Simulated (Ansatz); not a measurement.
# ScPd3N2, from a guessed structure to a relaxed one, part 2 of 2

Starting from a made-up structure for ScPd3N2, the aim is the relaxed cell, its shortest contacts and, where a second run follows, its electronic structure.

Ansatz 0.2.0; DFT, r2SCAN, plane-wave PAW, files of the set soft_1, scalar-relativistic, no spin, cell and ions relaxed at zero pressure; PAW set soft_1 (the session's first sound run).

So far: The starting structure; Relaxing cell and atoms. The relaxed cell has a = 5.552, c = 2.974 Å (conventional setting).

## Step 3: Bands of the relaxed cell

With the geometry fixed, one more self-consistent run, with a narrower smearing and the mesh shown in its input, gives the bands, and its pressure, and its forces where symmetry allows any, show how far the geometry depends on these settings.

This step: DFT, r2SCAN, plane-wave PAW, files of the set soft_1, scalar-relativistic, no spin, bands and density of states at the relaxed cell; PAW set soft_1 (Ansatz 0.2.0).

Contents of input.yaml:

```yaml
crystal:
  lattice:
    - [5.5517808705, 0.0, 0.0]
    - [-2.7758904352, 4.8079832701, 0.0]
    - [0.0, 0.0, 2.9737151349]
  atoms:
    - { symbol: Pd, position: [0.0, 0.5, 0.5] }
    - { symbol: Pd, position: [0.5, 0.5, 0.5] }
    - { symbol: Pd, position: [0.5, 0.0, 0.5] }
    - { symbol: Sc, position: [0.0, 0.0, 0.0] }
    - { symbol: "N", position: [0.6666666667, 0.3333333333, 0.0] }
    - { symbol: "N", position: [0.3333333333, 0.6666666667, 0.0] }
kpoints:
  mp_grid: { grid: [6, 6, 10] }
  band_path:
    path:
      - [[0.0, 0.0, 0.0], [0.5, 0.0, 0.0], [0.33333333, 0.33333333, 0.0], [0.0, 0.0, 0.0], [0.0, 0.0, 0.5], [0.5, 0.0, 0.5], [0.33333333, 0.33333333, 0.5], [0.0, 0.0, 0.5]]
      - [[0.5, 0.0, 0.5], [0.5, 0.0, 0.0]]
      - [[0.33333333, 0.33333333, 0.0], [0.33333333, 0.33333333, 0.5]]
    npoints: 8
scf:
  occupations: { method: fermi_dirac, width: 0.03 }
  n_extra_bands: 10
hamiltonian:
  xc: r2scan
  pseudopotentials: { kind: paw, azcp: { folder: soft_1 } }
output:
  forces: true
  stress: true
  write_bands: true
  dos: { projected: true }
  write_density: true
  write_potential: true
  elf: true
  volumetric_format: npy
```

Launch:

```
ansatz run input.yaml --threads 4 --pin off --max-ram 10240MiB --backend cpu --events-out ev --progress --plain --runs-dir out
```

Numbers of over 12 decimals in the logs are rounded to 6 here.

The log of the run:

```text
[...]
Crystal: 6 atoms, lattice volume = 79.377 Å³
Basis set: ecut = 500 eV, 2009 PW (Γ), exchange–correlation on 180×180×96 points (64 copies of the dense FFT grid, shifted against one another)
Bands: 48, of which v1, the nominal top of the filled ones, is band 38 counted from 1 (37 counted from 0)
Symmetry: 24 space group operations
[...]
k-points: 42 of 360
[...]
SCF iter   1: F=—  HF=-23894.404075 eV  |F-HF|=—  |Δ(HF+E_count)|=         —  Δρ=5.66e-1  dr2=5.91e2  dr2_τ=1.32e1  ethr=3.10e-3  ⟨swp⟩=4.8  Hψ=6165  notcnv=0
[...]
SCF iter  14: F=-23865.047392 eV  HF=-23865.047392 eV  |F-HF|=6.80e-10  |Δ(HF+E_count)|=   6.72e-9  Δρ=1.52e-6  dr2=1.69e-9  dr2_τ=3.46e-11  ethr=1.33e-10  ⟨swp⟩=13.5  Hψ=11444  notcnv=0
SCF 1 converged in 14 iterations: F = -23865.047392 eV  dr2 = 1.69e-9
[...]
NSCF: frozen V_eff on 75 k-points
SCF converged after 14 iterations
Free energy (F): -23865.047392 eV
[...]
Internal energy: -23865.036638 eV  (E = F + TS)
E sigma→0 (E₀):  -23865.042015 eV
Entropy (-TS):   -0.010754 eV (-1.792 meV/atom)
Fermi energy:    16.398480 eV
[...]
--- Stress (GPa, compression-positive) ---
        0.459396      -0.000000       0.000000
        0.000000       0.459396       0.000000
        0.000000       0.000000       0.348352
  P = ⅓ Tr σ = 0.4224 GPa (4.224 kbar)
--- Band table (eV; the first three rows and the last of 42) ---
  k-point 0: bands = [... 34 lower, 14.1036, 15.1817, 16.1118, 16.2252, 16.2252, 17.3816, 18.7601, 18.7601, ... 6 higher]
  k-point 1: bands = [... 34 lower, 14.3587, 15.1861, 16.1533, 16.1533, 16.4032, 17.7563, 18.1955, 18.1955, ... 6 higher]
  k-point 2: bands = [... 34 lower, 15.3227, 15.3227, 15.9275, 15.9275, 17.1125, 17.6977, 17.6977, 18.3774, ... 6 higher]
  k-point 41: bands = [... 34 lower, 14.9076, 14.9076, 17.2555, 17.3871, 17.3871, 17.7428, 17.7428, 18.3519, ... 6 higher]
```

Wall time 10 s (4 threads of Arm Neoverse V2, shared host); peak memory 0.7 GiB.

This step gave:

```
free energy             : -23865.0474 eV
energy at zero smearing : -23865.0420 eV
smearing term TS        : 0.01075 eV
Fermi energy            : 16.40 eV
pressure                : 0.4224 GPa
```

bands.tsv at the labelled points (eV, zero at the Fermi level; the bands that come nearest the Fermi level along the path):

```tsv
point	band 35	band 36	band 37	band 38	band 39	band 40	band 41	band 42
Γ	-2.29	-1.22	-0.29	-0.17	-0.17	0.98	2.36	2.36
M	-1.46	-1.22	-0.71	-0.60	0.59	0.65	1.22	2.25
K	-1.30	-1.30	-1.16	-0.54	0.87	0.87	1.46	1.46
Γ	-2.29	-1.22	-0.29	-0.17	-0.17	0.98	2.36	2.36
A	-1.46	-1.17	-0.77	-0.77	-0.55	1.34	1.97	1.97
L	-1.45	-1.43	0.34	0.45	1.28	1.39	1.84	1.89
H	-1.49	-1.49	0.86	0.99	0.99	1.34	1.34	1.95
A	-1.46	-1.17	-0.77	-0.77	-0.55	1.34	1.97	1.97
L	-1.45	-1.43	0.34	0.45	1.28	1.39	1.84	1.89
M	-1.46	-1.22	-0.71	-0.60	0.59	0.65	1.22	2.25
K	-1.30	-1.30	-1.16	-0.54	0.87	0.87	1.46	1.46
H	-1.49	-1.49	0.86	0.99	0.99	1.34	1.34	1.95
```

Counts of states for the cell as run, both spins, by energy window (eV from the Fermi level):

```csv
from,to,total
-8,-7,2.22
-7,-6,5.05
-6,-5,4.71
-5,-4,5.15
-4,-3,7.62
-3,-2,5.75
-2,-1,4.09
-1,0,4.04
0,1,3.73
1,2,5.34
2,3,5.22
3,4,1.27
4,5,1.00
5,6,1.35
```

A further 36.4 states lie below the table's range.

Electrostatic potential energy in the ab plane at fractional z = 0.000, with atoms of Sc and N within 0.2 Å of it. With pseudopotentials it is smooth inside the atoms' cores, unlike the true potential.

Ten even steps from '_' (-41 eV) to '@' (18 eV), each cell a mean:
```
__--##@@@@@@@@@@@@@@@@%%**::__
==##%%@@@@@@@@@@@@@@@@%%**--::
##@@@@@@@@%%##@@@@@@@@%%##****
@@@@@@@@**::--##@@@@@@@@%%%%%%
@@@@@@##..__::%%@@@@@@@@@@@@@@
@@@@@@++....**@@@@@@@@@@@@@@@@
@@@@@@**++##@@@@@@@@@@@@@@@@@@
@@@@@@@@@@@@@@@@@@@@%%##@@@@@@
@@@@@@@@@@@@@@@@@@**::--##@@@@
@@@@@@@@@@@@@@@@##..__::%%@@@@
@@@@@@@@@@@@@@@@++....**@@@@@@
%%##%%%%@@@@@@@@**++##@@@@@@@@
++==++%%@@@@@@@@@@@@@@@@@@%%##
__..==##@@@@@@@@@@@@@@@@@@##--
____++%%@@@@@@@@@@@@@@@@##==__
```
Columns run along a (5.6 Å; values clipped at the 3rd and 97th percentile), rows up along b (5.6 Å). Atoms in or near the plane, at fractional coordinates: Sc at (0.00, 0.00), N at (0.67, 0.33), N at (0.33, 0.67).

ELF in the ab plane at fractional z = 0.000, with atoms of Sc and N within 0.2 Å of it. It is the smooth field of the valence electrons, not physical close to the nuclei.

Ten even steps from '0' (0.04) to '9' (0.78), each cell a mean:
```
582000111000484
830013542100488
100269985100144
002697895100000
015962793100000
027956951011110
027999610135521
025774101599841
012321016978951
000000149627930
000000279569610
011000379996200
786100257752002
678100122210038
067000000000185
```
Columns run along a (5.6 Å), rows up along b (5.6 Å). Atoms in or near the plane, at fractional coordinates: Sc at (0.00, 0.00), N at (0.67, 0.33), N at (0.33, 0.67).

Valence density in the ab plane at fractional z = 0.000, with atoms of Sc and N within 0.2 Å of it. It is the smooth field of the valence electrons, not physical close to the nuclei.

Values in e/Å³, 15 rows by 15 columns, each cell a mean:
```
6.5 2.6 0.4 0.1 0.1 0.1 0.2 0.2 0.2 0.1 0.1 0.1 0.6 3.5 7.1
2.0 0.5 0.1 0.1 0.1 0.3 0.4 0.4 0.2 0.1 0.1 0.1 0.6 2.3 3.5
0.3 0.1 0.1 0.2 0.4 0.9 1.1 0.7 0.3 0.1 0.1 0.1 0.3 0.6 0.6
0.1 0.1 0.2 0.5 1.4 2.5 2.3 1.0 0.3 0.1 0.1 0.1 0.1 0.1 0.1
0.1 0.1 0.3 1.2 2.8 3.3 2.5 0.8 0.2 0.1 0.1 0.1 0.1 0.1 0.1
0.1 0.2 0.6 1.7 3.1 2.9 1.5 0.4 0.2 0.1 0.1 0.1 0.1 0.1 0.1
0.2 0.3 0.6 1.3 1.7 1.2 0.5 0.2 0.2 0.2 0.2 0.3 0.3 0.2 0.2
0.2 0.2 0.3 0.5 0.5 0.3 0.2 0.2 0.2 0.4 0.8 1.0 0.7 0.4 0.2
0.2 0.2 0.2 0.2 0.2 0.2 0.2 0.2 0.5 1.5 2.5 2.3 1.1 0.4 0.2
0.1 0.1 0.1 0.1 0.1 0.1 0.2 0.3 1.2 2.9 3.3 2.5 0.9 0.3 0.1
0.1 0.1 0.1 0.1 0.1 0.1 0.2 0.5 1.7 3.1 2.8 1.4 0.4 0.1 0.1
0.2 0.3 0.2 0.1 0.1 0.1 0.2 0.5 1.3 1.7 1.2 0.5 0.2 0.1 0.1
1.4 1.8 0.9 0.2 0.1 0.1 0.2 0.3 0.6 0.6 0.3 0.2 0.1 0.1 0.4
5.5 4.8 1.8 0.3 0.1 0.1 0.2 0.2 0.3 0.2 0.1 0.1 0.1 0.5 2.6
8.4 5.5 1.4 0.2 0.1 0.1 0.2 0.2 0.2 0.1 0.1 0.1 0.3 2.0 6.5
```
Columns run along a (5.6 Å), rows up along b (5.6 Å). Atoms in or near the plane, at fractional coordinates: Sc at (0.00, 0.00), N at (0.67, 0.33), N at (0.33, 0.67).

## Step 4: What came out

```
space group, relaxed : P6/mmm
conventional cell    : a = 5.552, b = 5.552, c = 2.974 Å; α = 90.0°, β = 90.0°, γ = 120.0°
volume per atom      : 13.23 Å³ (guess 12.71)
```

ScPd3N2 relaxes to P6/mmm with a = 5.552, b = 5.552 and c = 2.974 Å. The guessed volume was 4 % too small. The space group P6/mmm was held in the relaxation, so the end point is a stationary structure within it and may be a saddle against distortions or other arrangements. Bands cross the Fermi level, so it is a metal or semimetal at this level. The electron count is odd, which forces that without spin polarisation or a larger cell. On the 6×6×10 mesh with the narrower smearing (relaxed on 6×6×8) the forces vanish, as symmetry may demand, and the largest stress component is 0.459 GPa, against the relaxation's thresholds of 0.015 eV/Å and 0.05 GPa. The cutoff wasn't tested. A vector of the cell changed its length by 9 %, more than the volume shows. No dispersion term is used, so weakly bound directions may come out too long. The runs have no spin, and magnetism wasn't tested. Nothing here tests whether the compound is stable against decomposition.

[Logs are printed without paths, hosts, clocks, repeated set-up lines and the standing remarks that a program may print on its own settings, such as how far it seeks lower states.]

[Hosts, paths, dates, database ids (printed as entryN), source tags and the programs' standing remarks are cut or masked in the printed files.]
